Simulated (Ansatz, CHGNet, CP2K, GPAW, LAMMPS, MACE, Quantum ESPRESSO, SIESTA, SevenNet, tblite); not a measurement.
# GPAW on amorphous 73P2O5-20PbO-7Al2O3 (mol %) (88 atoms): settings against a plane-wave reference, part 2 of 2

How do the settings of GPAW change the result for amorphous 73P2O5-20PbO-7Al2O3 (mol %) (88 atoms)? A plane-wave run serves as the yardstick.

Program: GPAW 26.7.0; the method stands at each step. Banners, paths, timers and routine set-up lines are dropped from the logs unmarked, and long logs keep their key lines alone; longer cuts are marked.

So far. Step 2 (PBE, LCAO dzp, h 0.18 Å): Forces lie 34 % from the reference's, at 0.10 times its CPU time (on 1 against 4 cores). Step 3 (PBE, LCAO dzp, h 0.25 Å): Against the first run (34 %), the force difference from the reference is 40 %, at 0.59 times the CPU time: the grid matters here.

### 4. PBE, LCAO szp(dzp), h 0.18 Å

Method: Kohn-Sham DFT, PBE, PAW, atomic orbitals (szp(dzp)).

run.py

```python
import numpy as np
from ase.io import read
from gpaw import GPAW, FermiDirac

atoms = read("structure.xyz")
atoms.calc = GPAW(
    mode="lcao",
    basis="szp(dzp)",
    h=0.18,
    xc="PBE",
    kpts={"size": (1, 1, 1), "gamma": True},
    occupations=FermiDirac(0.05),
    maxiter=200,
    symmetry={"point_group": False},
    txt="gpaw.txt",
)
energy = atoms.get_potential_energy(force_consistent=True)
forces = atoms.get_forces()
print(f"energy {energy:.6f} eV")
print("forces (eV/A)")
for i, (a, f) in enumerate(zip(atoms, forces)):
    print(f"{i:4d} {a.symbol:2s} {f[0]:10.5f} {f[1]:10.5f} {f[2]:10.5f}")
print(f"Fermi level {atoms.calc.get_fermi_level():.4f} eV")
for k in range(len(atoms.calc.get_ibz_k_points())):
    for s in range(atoms.calc.get_number_of_spins()):
        e = atoms.calc.get_eigenvalues(kpt=k, spin=s)
        n = np.searchsorted(e, atoms.calc.get_fermi_level())
        print(f"k {k} spin {s} levels about the Fermi level:", np.round(e[max(n - 6, 0):n], 4).tolist(), "|", np.round(e[n:n + 6], 4).tolist())
```

structure.xyz

```xyz
88
Lattice="10.81220 0.00000 0.00000 0.00000 10.81220 0.00000 0.00000 0.00000 10.81220" Properties=species:S:1:pos:R:3 pbc="T T T"
[... 88 atom lines left out: the same atoms as in the first run ...]
```

On the command line:

```
$ OMP_NUM_THREADS=1 python run.py > output.txt
```

The log of the run:

```text
energy -486.322993 eV
forces (eV/A)
   0 P    -2.34508   -1.00723   -1.62576
   1 P     3.10835   -1.53416    5.05094
   2 P     2.38499   -4.74973    1.36113
   3 P     4.13054   -7.28734   -0.03705
   4 P     3.33488    2.25292   -1.34029
   5 P    -5.76281    0.57576   -2.58943
   6 P    -0.86712   -2.76265   -1.88029
   7 P     1.40102   -1.31995   -1.97540
   8 P    -0.68477    0.11036    2.85693
   9 P     0.02268   -0.66341    2.83417
  10 P    -0.16311   -3.34614   -0.04003
  11 P     0.08385    0.83145   -0.54663
  12 P     2.38397    0.69552    0.72528
  13 P    -1.36336    0.38963   -1.70886
  14 P     2.05838   -2.71170   -3.34435
  15 P    -4.25900    0.55455   -2.55222
  16 P    -1.41919    3.72013    2.48888
  17 P     2.91276   -0.11748   -2.83815
  18 P    -6.04125   -1.24457    3.67406
  19 P    -2.50289    4.02511   -1.89927
  20 P     6.91735    0.71555   -0.90634
  21 P    -6.65532   -0.90449   -0.30904
  22 Pb    0.90854   -0.37827   -0.78777
  23 Pb   -1.40344    0.44097    0.33241
[...]
80 O     1.43393    0.24765   -0.56989
  81 O     1.04344   -2.22797    0.79819
  82 O    -2.59466   -0.35158   -3.55924
  83 O    -0.84628   -0.66405   -0.40840
  84 O     1.62193   -0.72900    0.39048
  85 O    -3.09334    0.77453   -0.07928
  86 O     1.14511   -0.56356   -0.66063
  87 O     0.24240    0.99188    0.21148
Fermi level 4.2117 eV
k 0 spin 0 levels about the Fermi level: [3.2596, 3.3207, 3.6, 3.6576, 3.6972, 4.0709] | [4.3527, 4.6272, 5.0166, 5.3414, 5.689, 5.8831]
```

gpaw.txt:

```text
Input parameters:
  mode=LCAO(),
  basis={'default': 'szp(dzp)'},
  h=0.18,
  kpts=MonkhorstPack(size=(1, 1, 1), gamma=True),
  maxiter=200,
  occupations=Occupations(name='fermi-dirac', width=0.05, fixmagmom=False),
  symmetry=Symmetry(point_group=False),
  xc=XC(name='PBE')
Unit cell  # Å
| periodic |         x |         y |         z |   lengths |    angles |
[... lines left out ...]
  Fermi-Dirac:
[... lines left out ...]
convergence criteria:
- Maximum [total energy] change in last 3 cyles: 0.0005 eV / valence electron
[... lines left out ...]
Converged in 18 steps
[... lines left out ...]
  Free energy:    -486.322993
  Extrapolated:   -486.301167
dipole moment: (-39.523246, 20.378986, -92.589677)  # |e|*Ang
Fermi level: 4.212
Eigenvalues  # (at kpt = [0.000, 0.000, 0.000])
| band index |      eig [eV] | occ [0-2] |
|------------|---------------|-----------|
|          0 |       -22.825 |     2.000 |
|        ... |               |           |
|        254 |         3.182 |     2.000 |
|        255 |         3.229 |     2.000 |
[...]
|        269 |         6.054 |     0.000 |
|        ... |               |           |
|        318 |        11.231 |     0.000 |
Gap: 0.282 eV
Transition (v -> c):
  (s=0, k=0, n=261, [0.00, 0.00, 0.00]) -> (s=0, k=0, n=262, [0.00, 0.00, 0.00])
No difference between direct/indirect transitions
Force computation time: 9.298  # s
timing:  # [seconds]
  Total:  102.558  # ━━━━━━━━━━━━━━━━━━━━━━━━━━━━━━━━━━━━━━━━━━━━━━━━━━━━━━━━
  Init:     7.275  # ━━━━
  SCF:     85.961  # ━━━━━━━━━━━━━━━━━━━━━━━━━━━━━━━━━━━━━━━━━━━━━━━
  Forces:   9.298  # ━━━━━
```

Run time: 1.7 min. Hardware: 1 thread of Arm Neoverse V2, shared host; peak memory 1.3 GiB.

Against the reference:

```
r.m.s. force component                           : 1.86 eV/Å
r.m.s. difference of force components            : 698.2 meV/Å
longest difference of force vectors              : 2459 meV/Å
force difference over r.m.s. force               : 52.6 %
slope of forces against the reference's          : 1.343
correlation of force components                  : 0.9586
gap (highest filled to lowest empty level) : 0.2818 eV
gap difference                                   : -0.6003 eV
```

This is a coarse setting, run to see what it loses.

Against the first run (34 %), the force difference from the reference is 53 %, at 1.2 times the CPU time (18 SCF steps against 11), with 807 basis functions against 1174: the smaller basis costs accuracy.

### 5. Side by side

Differences are against the plane-wave reference, forces as r.m.s. over components; share is that over the reference's r.m.s. force, slope the least-squares factor from reference forces to these. Total energies of different programs have different zeros and aren't compared.

```
                                       run  Δ force, r.m.s. (meV/Å)  share (%)  slope  Δ gap (eV)  cores  CPU time  memory (GiB)
                                 reference                        -          -      -           -      4    14 min           4.1
              GPAW PBE, LCAO dzp, h 0.18 Å                      447       33.7  1.073      -0.299      1      89 s           1.4
     GPAW PBE, LCAO dzp, h 0.25 Å (coarse)                      532       40.1  1.077      -0.297      1      53 s          0.67
GPAW PBE, LCAO szp(dzp), h 0.18 Å (coarse)                      698       52.6  1.343      -0.600      1   1.7 min           1.3
```

Rows marked coarse were listed beforehand as settings not expected to be converged; some can still land near the reference.

CPU time is summed over cores on a shared host, where runs went side by side, so it is rough. Symmetry, cutoffs, thresholds, outputs and thread counts weren't matched or tuned between programs; memory under MPI is the largest rank's times the ranks.

Within one program, basis, potentials and functional, energies share a zero. Each run against its twin at the usual cutoff or grid and solver:

```
                         run                twin  Δ energy (meV/atom)  Δ force, r.m.s. (meV/Å)  CPU time over the twin's
GPAW PBE, LCAO dzp, h 0.25 Å  LCAO dzp, h 0.18 Å                  359                      305                      0.59
```

### 6. Results

- nearest in forces: GPAW PBE, LCAO dzp, h 0.18 Å, 34 %
- its CPU time: 89 s

The PBE run in local orbitals, coarse settings apart, differs by 34 % (GPAW PBE, LCAO dzp, h 0.18 Å); basis, grid and potentials can all enter. Runs with settings chosen to be coarse differ by 40 % (GPAW PBE, LCAO dzp, h 0.25 Å) to 53 % (GPAW PBE, LCAO szp(dzp), h 0.18 Å), their programs' other errors included. Of the electronic-structure runs that take under half the reference's CPU time, GPAW PBE, LCAO dzp, h 0.18 Å comes nearest, at 34 % in 89 s against 14 min. At the same functional, gaps differ from the reference's 0.882 eV by between -0.60 and -0.30 eV. The quench rate of 10 K/ps is many orders above laboratory rates, so the cell is likely richer in defects and strain than a real sample. The network of bonds at the start is that of the classical potential that made the cell, and needn't be the one that DFT or experiment would give. The electronic-structure runs sample only Γ, in a cell whose shortest periodic width is 11 Å. Spin–orbit coupling is left out, which matters for the levels of the heavy elements.

[Also dropped from logs without a mark: logging warnings of Python, and SIESTA's first energy breakdown and zero terms.]

[Logs are printed without paths, hosts, clocks, repeated set-up lines and the standing remarks that a program may print on its own settings, such as how far it seeks lower states.]

[Hosts, paths, dates, database ids (printed as entryN), source tags and the programs' standing remarks are cut or masked in the printed files.]
